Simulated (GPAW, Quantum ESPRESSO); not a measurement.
Consider TiTe2 (P-3m1).

```
Te Ti
1.0
     3.77700    0.00000    0.00000
    -1.88850    3.27098    0.00000
     0.00000    0.00000    6.49800
Te Ti
2 1
Direct
  0.33333 0.66667 0.73720
  0.66667 0.33333 0.26280
  0.00000 0.00000 0.00000
```

Absorber: atom 3, with 6 Te at 2.77 Å (octahedral, site symmetry -3m). Method: GPAW, PBE, excited-electron core hole (neutral cell), 12-atom cell with 7.5 Å between holes, 4×4×4 k points, dipole transitions, Gaussian full width 0.9 eV up to 4 eV, rising linearly to 3.5 eV at 25 eV.

**Question.** What does the Ti L₃ edge look like?

Main maxima up to 30 eV above the zero (height): 0.6 eV (6.87), 2.0 eV (4.18) and 7.5 eV (0.63). At an L edge the dipole rule selects empty d (and weakly s) states on the absorber, and the strong line at the onset measures the empty part of its d band. 2p–3d multiplets, which reshape such L edges, aren't in a one-electron spectrum. The total-energy difference is 456.15 eV. Two terms are added: -1.50 eV, since the hole is spin-paired here and a spin-polarised one costs that much less in the free atom (computed apart); −2.13 eV, a third of the tabulated L₂–L₃ splitting, since the scalar-relativistic hole is their mean. The photon energy is then 452.51 eV. The tabulated edge of the element is 453.8 eV. The functional leaves an error of a few eV in such absolute values.

The Ti L₃ spectrum (energy from the lowest empty level; intensity scaled to a mean of 1 over the first 20 eV; polarised curves are means over the symmetry-equivalent atoms):

```tsv
E (eV)	isotropic	ε ⊥ c	ε ∥ c
-2.0	0.00	0.00	0.00
-1.5	0.00	0.00	0.00
-1.0	0.02	0.02	0.02
-0.5	0.64	0.64	0.65
0.0	3.96	4.01	3.87
0.5	6.85	7.34	5.86
1.0	5.75	6.26	4.72
1.5	4.07	3.80	4.60
2.0	4.18	3.73	5.09
2.5	2.93	2.70	3.40
3.0	1.14	1.10	1.21
3.5	0.32	0.32	0.32
4.0	0.07	0.07	0.06
4.5	0.09	0.10	0.08
5.0	0.19	0.20	0.16
5.5	0.30	0.32	0.26
6.0	0.39	0.42	0.35
6.5	0.48	0.51	0.43
7.0	0.58	0.61	0.52
7.5	0.63	0.66	0.57
8.0	0.56	0.56	0.54
8.5	0.45	0.44	0.46
9.0	0.40	0.38	0.43
9.5	0.40	0.38	0.42
10.0	0.41	0.40	0.42
10.5	0.42	0.42	0.42
11.0	0.43	0.43	0.42
11.5	0.43	0.44	0.42
12.0	0.43	0.44	0.43
12.5	0.43	0.43	0.44
13.0	0.43	0.42	0.44
13.5	0.42	0.42	0.43
14.0	0.42	0.41	0.42
14.5	0.41	0.41	0.41
15.0	0.40	0.41	0.39
15.5	0.39	0.40	0.38
16.0	0.38	0.39	0.37
16.5	0.38	0.38	0.37
17.0	0.37	0.37	0.38
17.5	0.36	0.36	0.38
18.0	0.36	0.35	0.38
18.5	0.36	0.35	0.38
19.0	0.35	0.34	0.37
19.5	0.35	0.34	0.37
20.0	0.35	0.34	0.38
20.5	0.35	0.34	0.38
21.0	0.36	0.35	0.37
21.5	0.36	0.35	0.37
22.0	0.35	0.35	0.35
22.5	0.34	0.35	0.34
23.0	0.33	0.34	0.33
23.5	0.32	0.33	0.31
24.0	0.32	0.33	0.31
24.5	0.32	0.33	0.30
25.0	0.33	0.33	0.31
25.5	0.33	0.34	0.31
26.0	0.34	0.35	0.32
26.5	0.35	0.36	0.33
27.0	0.36	0.37	0.34
27.5	0.37	0.38	0.34
28.0	0.37	0.38	0.35
28.5	0.38	0.38	0.36
29.0	0.38	0.38	0.37
29.5	0.38	0.38	0.38
30.0	0.37	0.37	0.38
30.5	0.37	0.36	0.38
31.0	0.36	0.35	0.37
31.5	0.35	0.34	0.36
32.0	0.34	0.33	0.35
```

One-electron theory leaves out the 2p–3d multiplets that shape measured L edges of 3d elements, and the L₂ edge isn't added. The unit cell's mesh shows no gap over 0.35 eV. That is right for a metallic compound; for a small-gap or correlated insulator it would be the fault of the functional or of the assumed magnetic order, and the hole would be screened too well. The mesh is coarse (0.27 Å⁻¹ between points), so small maxima may be mesh ripples. The structure is a published determination, not relaxed.

[Banner, clock and machine lines of the logs are left out without a mark of their own.]

[Logs are printed without paths, hosts, clocks, repeated set-up lines and the standing remarks that a program may print on its own settings, such as how far it seeks lower states.]

[Hosts, paths, dates, database ids (printed as entryN), source tags and the programs' standing remarks are cut or masked in the printed files.]

[Lists of maxima count a maximum above −3 eV only where it reaches 4 % of the highest in the window and stands out from its surroundings by 2 % of it (1.5 % where it reaches 55 %); shoulders and weaker maxima are passed over, and of the rest the first, up to two pre-edge ones and the few strongest are named.]
